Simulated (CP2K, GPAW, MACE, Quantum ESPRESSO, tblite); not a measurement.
# Predicting plane-wave site energies from CP2K double zeta, PBE: a vacancy of O in glassy 96GeO2-4CaO (mol %) (71 atoms)

Density of this cell: 3.57 g/cm³. The cell holds 71 atoms: 23 Ge, 1 Ca and 47 O. Its edges and angles: a = 10.460 Å, b = 10.460 Å, c = 10.460 Å, α = 90.0°, β = 90.0°, γ = 90.0°. 71 atoms (23 Ge, 1 Ca, 47 O) placed at random at 3.67 g/cm³, melted at 4000 K for 10 ps at fixed volume with the Morse and Coulomb pair potential with partial charges (Pedone, Malavasi, Menziani, Cormack and Segre, J. Phys. Chem. B 110, 11780 (2006)). Quenched from 2500 K to 300 K at 500 K/ps and fixed volume, held 10 ps at zero pressure. Then the atoms were relaxed with MACE MP-0b3 medium in the fixed cell.

Calculated with Quantum ESPRESSO 7.5: PBE; plane waves, SSSP efficiency, 60/480 Ry; k-points Γ. The cheaper level is PBE; DZVP-MOLOPT-SR, GTH-PBE potentials, 600 Ry; k-points Γ. Each row is one cell with a vacancy of O, relaxed with MACE MP-0b3 medium; both levels solve the same cells, and energies are counted from site O39 at each level.

```
energy from CP2K double zeta, PBE (eV)  energy from plane waves (eV)  site
                                 0.000                             0   O39
                                 0.488                        0.4961   O43
                                 0.599                        0.5669   O61
                                 0.610                             ?     ?
                                 0.779                        0.7465   O29
```

**Question.** Fit a straight line to the rows given and interpolate to the withheld row.

Worked fit:

Take u as the energy from CP2K double zeta, PBE and v as that from plane waves.

```
  u (eV)    v (eV)
       0         0
0.488448  0.496129
0.599457  0.566932
0.778768  0.746514
```

With n = 4: mean u = 0.466668, mean v = 0.452394, Σ(u − ū)² = 0.33329, Σ(u − ū)(v − v̄) = 0.31907. Slope b = 0.31907 / 0.33329 = 0.95734; intercept a = v̄ − b ū = 0.0056334.

At the withheld site u = 0.6105, and v = a + b u.

Prediction at 0.610: 0.5901 eV. The run gave 0.5881 eV, so the fit is high by 0.0020 eV (0.33 % of the value).

The slope of 0.96 says that CP2K double zeta, PBE spreads the sites about as widely as plane waves do. Taken as it stands, without the line, its value misses the withheld site by 0.022 eV. Among the rows given, the largest miss of the fit is at 0.488, by 0.023 eV (3.1 % of the range of the table).

Limits: Few sites, one cell. The geometries are those of MACE MP-0b3 medium, not of DFT.

[Logs are printed without paths, hosts, clocks, repeated set-up lines and the standing remarks that a program may print on its own settings, such as how far it seeks lower states.]

[Hosts, paths, dates, database ids (printed as entryN), source tags and the programs' standing remarks are cut or masked in the printed files.]
